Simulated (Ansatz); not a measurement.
# H6PbCBr3N (CH3NH3PbBr3): the gap up the ladder of methods

Wanted: a ladder of band gaps for H6PbCBr3N (CH3NH3PbBr3), from density functionals to G0W0.

Main program and level: Ansatz 0.2.0; density functionals, hybrids and G0W0, plane waves, PAW.

Most raw output is cut from this account.

The structure was built from a prototype and need not be the compound's stable phase.

In doubt: masses and optical values from hybrid runs of this build are listed as unsure (step 7), which bears on the screening that GW takes from such a start.

### Step 1. Set-up

The cell holds 12 atoms: 1 C, 1 N, 6 H, 1 Pb and 3 Br. Cell: a = 5.821 Å, b = 5.941 Å, c = 5.759 Å, α = 90.1°, β = 90.0°, γ = 89.4°. It derives from Br3C1H6N1Pb1.

The structure was relaxed with PBEsol-D3(BJ). The runs that relaxed it are not among those shown. Spin-orbit coupling is left out unless a step names it.

The logs state that the PAW files were generated under PBE.

### Step 2. PBEsol on the 4×4×4 mesh

Levels along a band path and on the mesh show where this functional puts the band edges.

This step: DFT, PBEsol, plane waves, PAW; PAW set soft_1.

input.yaml

```yaml
crystal:
  lattice:
    - [5.8213187309, 0.0324159757, 0.0022712583]
    - [0.0324159757, 5.9404160638, -0.0047210805]
    - [0.0022712583, -0.0047210805, 5.7590484621]
  atoms:
    - { symbol: C, position: [0.9047910036, 0.9540312406, 0.9996755484] }
    - { symbol: "N", position: [0.1331001664, 0.0598188283, 0.000403052] }
    - { symbol: H, position: [0.9282636413, 0.7704293229, 0.9981643961] }
    - { symbol: H, position: [0.2285468519, 1.0146442665, 0.8532031015] }
    - { symbol: H, position: [0.8111075916, 0.007871173, 0.8434813284] }
    - { symbol: H, position: [0.1245904708, 0.2347170579, 0.0016984932] }
    - { symbol: H, position: [0.8109581835, 0.0060073127, 0.1567673347] }
    - { symbol: H, position: [0.2283561027, 1.0132046161, 0.1469151635] }
    - { symbol: Pb, position: [0.484565248, 0.4906182816, 0.4998481534] }
    - { symbol: Br, position: [0.4190289606, 0.5445179638, -0.0001332024] }
    - { symbol: Br, position: [0.4409374489, -0.0132096713, 0.500150562] }
    - { symbol: Br, position: [-0.0243269835, 0.4165431027, 0.4995236299] }
kpoints:
  mp_grid: { grid: [4, 4, 4] }
  band_path:
    path:
      - [[0.0, 0.0, 0.0], [0.5, 0.0, 0.0], [0.5, 0.5, 0.0], [0.0, 0.0, 0.0], [0.5, 0.5, 0.5], [0.5, 0.0, 0.0]]
      - [[0.5, 0.5, 0.0], [0.5, 0.5, 0.5]]
    npoints: 10
hamiltonian:
  xc: pbesol
  pseudopotentials: { kind: paw, azcp: { folder: soft_1 }, xc_functional: pbe }
scf:
  occupations: { method: fermi_dirac, width: 0.02 }
  n_extra_bands: 8
output:
  eigenvalues: true
  forces: true
  stress: true
  write_density: true
  write_potential: true
  elf: true
  volumetric_format: npy
```

Run with:

```sh
$ ansatz run input.yaml --threads 2 --pin off --max-ram 92160MiB --backend cuda --events-out ev --progress --plain --runs-dir out --devices 1 --max-vram 13GiB
```

Elapsed: 8.5 s, on 1 × NVIDIA H100 80GB HBM3 (shared by 6 runs) with 2 threads of AMD EPYC 7R13 (Zen 3), shared host; peak memory 1 GiB; 11 s of CPU time.

This step gave:

```yaml
pressure: 0.9608 GPa
filled_bands: 25
gap: 2.006 eV
valence_top_at: R
conduction_bottom_at: k = (0.500, 0.500, 0.450)
least_direct_gap: 2.015 eV
```

Over mesh and path the gap is 2.006 eV, from k = (0.500, 0.500, 0.500) to k = (0.500, 0.500, 0.450). The least direct gap found is 2.015 eV, at k = (0.500, 0.500, 0.500). On the 4×4×4 mesh alone the same run gives 2.015 eV, so that mesh misses an edge of PBEsol: 2.015 − 2.006 = +0.009 eV.

### Step 3. PBEsol+SOC on the 4×4×4 mesh

This run has two-component orbitals with spin-orbit coupling.

This step: DFT, PBEsol with spin-orbit coupling, plane waves, PAW; PAW set soft_1.

input.yaml: that of step 2 with these lines changed.

```diff
@@ -22,11 +22,17 @@
     path:
-      - [[0.0, 0.0, 0.0], [0.5, 0.0, 0.0], [0.5, 0.5, 0.0], [0.0, 0.0, 0.0], [0.5, 0.5, 0.5], [0.5, 0.0, 0.0]]
-      - [[0.5, 0.5, 0.0], [0.5, 0.5, 0.5]]
-    npoints: 10
+      - [0.0, 0.0, 0.0]
+      - [0.5, 0.0, 0.0]
+      - [0.5, 0.5, 0.0]
+      - [0.5, 0.5, 0.5]
+      - [0.5, 0.5, 0.45]
+    npoints: 1
 hamiltonian:
   xc: pbesol
-  pseudopotentials: { kind: paw, azcp: { folder: soft_1 }, xc_functional: pbe }
+  pseudopotentials: { kind: paw_fr, azcp: { folder: soft_1 }, xc_functional: pbe }
 scf:
-  occupations: { method: fermi_dirac, width: 0.02 }
-  n_extra_bands: 8
+  occupations: { method: fixed }
+  n_extra_bands: 16
+magnetization:
+  noncollinear: true
+  spin_orbit: true
 output:
@@ -35,5 +41 @@
   stress: true
-  write_density: true
-  write_potential: true
-  elf: true
-  volumetric_format: npy
```

It took 18 s on 1 × NVIDIA H100 80GB HBM3 (shared by 6 runs) with 2 threads; peak memory 1 GiB; 27 s of CPU time.

Numbers from this step:

```
pressure             : 0.8827 GPa
gap                  : 0.8883 eV
valence top at       : k = (0.500, 0.500, 0.450)
conduction bottom at : k = (0.500, 0.500, 0.450)
least direct gap     : 0.8883 eV
```

Over mesh and listed points the gap is 0.888 eV, direct, at k = (0.500, 0.500, 0.450). On the 4×4×4 mesh alone the same run gives 1.011 eV, so that mesh misses an edge of PBEsol+SOC: 1.011 − 0.888 = +0.123 eV. PBEsol+SOC against PBEsol: 0.888 − 2.006 = −1.118 eV. Mesh, set of files and cutoff are the same, but the valence top lies at another k point, so this need not be the shift of one pair of states. The spin-orbit run sees mesh and listed points alone, so its gap is an upper bound: the coupling can move an edge off these points, the more so as this crystal has no centre of inversion, and the change over the zone, its sign included where it is small, is not known.

### Step 4. HSE06 on the 4×4×4 mesh

HSE06 mixes in a quarter of exact exchange at short range.

This step: DFT, HSE06, plane waves, PAW; PAW set soft_1.

input.yaml: that of step 3 with these lines changed.

```diff
@@ -29,13 +29,12 @@
 hamiltonian:
-  xc: pbesol
-  pseudopotentials: { kind: paw_fr, azcp: { folder: soft_1 }, xc_functional: pbe }
+  xc: hse06
+  pseudopotentials: { kind: paw, azcp: { folder: soft_1 } }
 scf:
   occupations: { method: fixed }
-  n_extra_bands: 16
-magnetization:
-  noncollinear: true
-  spin_orbit: true
+  n_extra_bands: 8
 output:
   eigenvalues: true
-  forces: true
-  stress: true
+  write_density: true
+  write_potential: true
+  elf: true
+  volumetric_format: npy
```

The job ended after 68 s (1 × NVIDIA H100 80GB HBM3 (shared by 6 runs) with 2 threads; peak memory 1.7 GiB).

This step gave:

```yaml
gap: 2.692 eV
valence_top_at: R
conduction_bottom_at: k = (0.500, 0.500, 0.450)
least_direct_gap: 2.698 eV
exact_exchange_fraction: 0.25
```

Over mesh and listed points the gap is 2.692 eV, from k = (0.500, 0.500, 0.500) to k = (0.500, 0.500, 0.450). The least direct gap found is 2.698 eV, at k = (0.500, 0.500, 0.500). On the 4×4×4 mesh alone the same run gives 2.698 eV, so that mesh misses an edge of HSE06: 2.698 − 2.692 = +0.006 eV. HSE06 against PBEsol: 2.692 − 2.006 = +0.686 eV, with the same mesh, files and cutoff, and both edges at the same k points.

### Step 5. HSE06+SOC on the 2×2×2 mesh

This step: DFT, HSE06 with spin-orbit coupling, plane waves, PAW; PAW set soft_1.

input.yaml: that of step 4 with these lines changed.

```diff
@@ -19,3 +19,3 @@
 kpoints:
-  mp_grid: { grid: [4, 4, 4] }
+  mp_grid: { grid: [2, 2, 2] }
   band_path:
@@ -30,11 +30,10 @@
   xc: hse06
-  pseudopotentials: { kind: paw, azcp: { folder: soft_1 } }
+  pseudopotentials: { kind: paw_fr, azcp: { folder: soft_1 } }
 scf:
   occupations: { method: fixed }
-  n_extra_bands: 8
+  n_extra_bands: 16
+magnetization:
+  noncollinear: true
+  spin_orbit: true
 output:
   eigenvalues: true
-  write_density: true
-  write_potential: true
-  elf: true
-  volumetric_format: npy
```

Elapsed: 32 s, on 1 × NVIDIA H100 80GB HBM3 (shared by 6 runs) with 2 threads; peak memory 1.6 GiB; 42 s of CPU time.

Numbers from this step:

* gap: 1.542 eV
* valence top at: k = (0.500, 0.500, 0.450)
* conduction bottom at: k = (0.500, 0.500, 0.450)
* least direct gap: 1.542 eV
* exact-exchange fraction: 0.25

Over mesh and listed points the gap is 1.542 eV, direct, at k = (0.500, 0.500, 0.450). On the 2×2×2 mesh alone the same run gives 1.652 eV, so that mesh misses an edge of HSE06+SOC: 1.652 − 1.542 = +0.110 eV. HSE06+SOC against HSE06: 1.542 − 2.692 = −1.150 eV. The runs also differ in mesh (4×4×4 and 2×2×2), and the valence top lies at another k point, so how much of this comes from spin-orbit coupling alone is not known. The spin-orbit run sees mesh and listed points alone, so its gap is an upper bound: the coupling can move an edge off these points, the more so as this crystal has no centre of inversion, and the change over the zone, its sign included where it is small, is not known.

### Step 6. G0W0@PBEsol, 4×4×4 mesh, 670 empty bands, screening to 130 eV, PAW set soft_1 files

G0W0 replaces the xc potential by a self-energy built once from the orbitals of the start. Levels are corrected in the window of bands that the input names, at points of the mesh.

This step: G0W0 on PBEsol, plane waves, PAW; PAW set soft_1.

input.yaml: that of step 5 with these lines changed.

```diff
@@ -19,21 +19,13 @@
 kpoints:
-  mp_grid: { grid: [2, 2, 2] }
-  band_path:
-    path:
-      - [0.0, 0.0, 0.0]
-      - [0.5, 0.0, 0.0]
-      - [0.5, 0.5, 0.0]
-      - [0.5, 0.5, 0.5]
-      - [0.5, 0.5, 0.45]
-    npoints: 1
+  mp_grid: { grid: [4, 4, 4] }
 hamiltonian:
-  xc: hse06
-  pseudopotentials: { kind: paw_fr, azcp: { folder: soft_1 } }
+  xc: pbesol
+  pseudopotentials: { kind: paw, azcp: { folder: soft_1 }, xc_functional: pbe }
 scf:
   occupations: { method: fixed }
-  n_extra_bands: 16
-magnetization:
-  noncollinear: true
-  spin_orbit: true
-output:
-  eigenvalues: true
+gw:
+  n_empty_bands: 670
+  ecut_chi: 130.0
+  qp_bands: [v4, c4]
+  qp_kpoints: band_edges
+  screening: { model: contour_deformation }
```

Elapsed: 4.2 min, on 1 × NVIDIA H100 80GB HBM3 (shared by 6 runs) with 2 threads; peak memory 5.3 GiB.

Numbers from this step:

```
bands summed                                    : 695
RPA ε∞ on this mesh (eigenvalues)               : 4.853, 4.928, 5.079
plane waves in the screening matrix             : 697
G0W0 gap over the corrected points              : 3.132 eV
k of the valence top                            : -0.5, -0.5, -0.5
k of the conduction bottom                      : -0.5, -0.5, -0.5
starting gap on the mesh                        : 2.015 eV
Z at the valence top                            : 0.7760
Z at the conduction bottom                      : 0.7931
least direct G0W0 gap over the corrected points : 3.132 eV
```

Over 20 of 36 irreducible mesh points the G0W0 gap is 3.132 eV, direct, at k = (-0.500, -0.500, -0.500). The PBEsol gap of this run on the mesh is 2.015 eV. The two states that bound the G0W0 gap lie that far apart at the start, so the correction of the gap is 3.132 − 2.015 = +1.117 eV.

### Step 7. G0W0@HSE06, 4×4×4 mesh, 311 empty bands, screening to 78 eV, PAW set soft_1 files

This step: G0W0 on HSE06, plane waves, PAW; PAW set soft_1.

input.yaml: that of step 6 with these lines changed.

```diff
@@ -21,4 +21,4 @@
 hamiltonian:
-  xc: pbesol
-  pseudopotentials: { kind: paw, azcp: { folder: soft_1 }, xc_functional: pbe }
+  xc: hse06
+  pseudopotentials: { kind: paw, azcp: { folder: soft_1 } }
 scf:
@@ -26,4 +26,4 @@
 gw:
-  n_empty_bands: 670
-  ecut_chi: 130.0
+  n_empty_bands: 311
+  ecut_chi: 78
   qp_bands: [v4, c4]
```

Elapsed: 3.2 min, on 1 × NVIDIA H100 80GB HBM3 (shared by 6 runs) with 2 threads; peak memory 3 GiB.

This step gave:

```
bands summed                                    : 336
RPA ε∞ on this mesh (eigenvalues)               : 3.758, 3.843, 3.918
plane waves in the screening matrix             : 315
G0W0 gap over the corrected points              : 3.383 eV
k of the valence top                            : -0.5, -0.5, -0.5
k of the conduction bottom                      : -0.5, -0.5, -0.5
starting gap on the mesh                        : 2.698 eV
Z at the valence top                            : 0.8107
Z at the conduction bottom                      : 0.8221
least direct G0W0 gap over the corrected points : 3.383 eV
```

Over 20 of 36 irreducible mesh points the G0W0 gap is 3.383 eV, direct, at k = (-0.500, -0.500, -0.500). The HSE06 gap of this run on the mesh is 2.698 eV. The two states that bound the G0W0 gap lie that far apart at the start, so the correction of the gap is 3.383 − 2.698 = +0.685 eV. G0W0@HSE06 against G0W0@PBEsol with 695 bands: 3.383 − 3.132 = +0.251 eV. The runs also differ in empty bands (670 and 311) and screening cutoff (eV) (130.0 and 78), so how much of this comes from the start alone is not known.

### Step 8. The ladder

Each gap is the least one over the points named; times are wall times on shared hosts, not benchmarks. A G0W0 time includes the run's own self-consistent start. Runs with listed points see these and the mesh alone, so an edge that moves elsewhere is missed. Rows marked * are further runs, not shown as steps, whose inputs differ from the G0W0 step on the same start in the columns given; solver thresholds can differ too. Symmetry makes (0.500, 0.500, 0.500) and (-0.500, -0.500, -0.500) one point.

```csv
level,mesh,"files, cutoff","bands summed, screening",points,gap (eV),valence top,conduction bottom,least direct gap (eV),time
PBEsol,4×4×4,"soft_1 PAW, 420 eV",-,mesh and path,2.006,"(0.500, 0.500, 0.500)","(0.500, 0.500, 0.450)",2.015,8.5 s
PBEsol+SOC,4×4×4,"soft_1 PAW, 420 eV",-,mesh and listed points,0.888,"(0.500, 0.500, 0.450)","(0.500, 0.500, 0.450)",0.888,18 s
HSE06,4×4×4,"soft_1 PAW, 420 eV",-,mesh and listed points,2.692,"(0.500, 0.500, 0.500)","(0.500, 0.500, 0.450)",2.698,68 s
HSE06+SOC,2×2×2,"soft_1 PAW, 420 eV",-,mesh and listed points,1.542,"(0.500, 0.500, 0.450)","(0.500, 0.500, 0.450)",1.542,32 s
G0W0@PBEsol*,4×4×4,"soft_1 PAW, 420 eV","194, 52 eV",20 of 36 irreducible mesh points,2.920,"(-0.500, -0.500, -0.500)","(-0.500, -0.500, -0.500)",2.920,56 s
G0W0@PBEsol,4×4×4,"soft_1 PAW, 420 eV","695, 130 eV",20 of 36 irreducible mesh points,3.132,"(-0.500, -0.500, -0.500)","(-0.500, -0.500, -0.500)",3.132,4.2 min
G0W0@HSE06,4×4×4,"soft_1 PAW, 420 eV","336, 78 eV",20 of 36 irreducible mesh points,3.383,"(-0.500, -0.500, -0.500)","(-0.500, -0.500, -0.500)",3.383,3.2 min
```

### Step 9. Outcome

| Quantity | Value |
| --- | --- |
| PBEsol, over mesh and path | 2.006 eV |
| PBEsol+SOC, over mesh and listed points | 0.888 eV |
| HSE06, over mesh and listed points | 2.692 eV |
| HSE06+SOC, over mesh and listed points | 1.542 eV |
| G0W0@PBEsol (695 bands, 4×4×4), over 20 of 36 irreducible mesh points | 3.132 eV |
| G0W0@HSE06, over 20 of 36 irreducible mesh points | 3.383 eV |
| known limits | finite bands, screening cutoff and k mesh; no spin-orbit coupling in G0W0 |

The rows run from 0.888 eV (PBEsol+SOC) to 3.383 eV (G0W0@HSE06). They differ in mesh, bands and screening cutoff of G0W0 and the points over which the gap was sought as well as in level, so only pairs that share these are like for like. HSE06 against PBEsol: 2.692 − 2.006 = +0.686 eV, with the same mesh, files and cutoff, and both edges at the same k points. G0W0@PBEsol (695 bands, 4×4×4) moves the gap of its own start on the mesh by 3.132 − 2.015 = +1.117 eV, between the same two levels. Over mesh and path, PBEsol puts the conduction bottom at k = (0.500, 0.500, 0.450), where no G0W0 correction was computed. The G0W0 gap over the whole zone is therefore not known from this run; at its settings it can only be equal to or under the 3.132 eV found, and no correction is carried over from another point. For the start itself the gap is 2.006 eV over mesh and path and 2.015 eV on the mesh of the G0W0 run. G0W0@HSE06 moves the gap of its own start on the mesh by 3.383 − 2.698 = +0.685 eV, between the same two levels. Over mesh and listed points, HSE06 puts the conduction bottom at k = (0.500, 0.500, 0.450), where no G0W0 correction was computed. The G0W0 gap over the whole zone is therefore not known from this run; at its settings it can only be equal to or under the 3.383 eV found, and no correction is carried over from another point. For the start itself the gap is 2.692 eV over mesh and listed points and 2.698 eV on the mesh of the G0W0 run. What spin-orbit coupling does to the G0W0 levels was not computed, so no sum with the G0W0 gap is formed. For G0W0@PBEsol: from 194 bands and 52 eV to 695 bands and 130 eV the gap moves by 3.132 − 2.920 = +0.212 eV; bands and screening cutoff rise together, so their parts are not told apart. Two runs can't test a law of convergence, so the limit is not known. The other G0W0 rows are shown at one basis each (336 bands), so their distance from the limit is not known here. The G0W0 runs are scalar-relativistic. No pair of G0W0 runs that differ in the mesh alone is shown (4×4×4 is a supercell whose nearest images lie 23 Å apart), so the error from the mesh is not known here. G0W0 is shown with one set of atomic data (soft_1 PAW), so the error from the files is not known here.

[Paths, hosts, dates, memory and timing lines, banners, echoed tables and standing remarks are left out of the program output.]

[Logs are printed without paths, hosts, clocks, repeated set-up lines and the standing remarks that a program may print on its own settings, such as how far it seeks lower states.]

[Runs of the session that timed out or met a known fault of the program may be left out.]

[Cells called generated may have been cut or substituted from an entry of the Crystallography Open Database or the Materials Project.]

[Hosts, paths, dates, database ids (printed as entryN), source tags and the programs' standing remarks are cut or masked in the printed files.]

[Where an RPA ε∞ is given, it is that of the G0W0 mesh and is not shown converged in it. Names of k-points follow the symmetry that the program found, which can be lower than the space group named. Band edges on a path are those of the sampled points; other points can move an edge, and change direct to indirect where valleys lie close.]

[Hybrid gaps are those of their k-mesh and are not shown converged in it.]
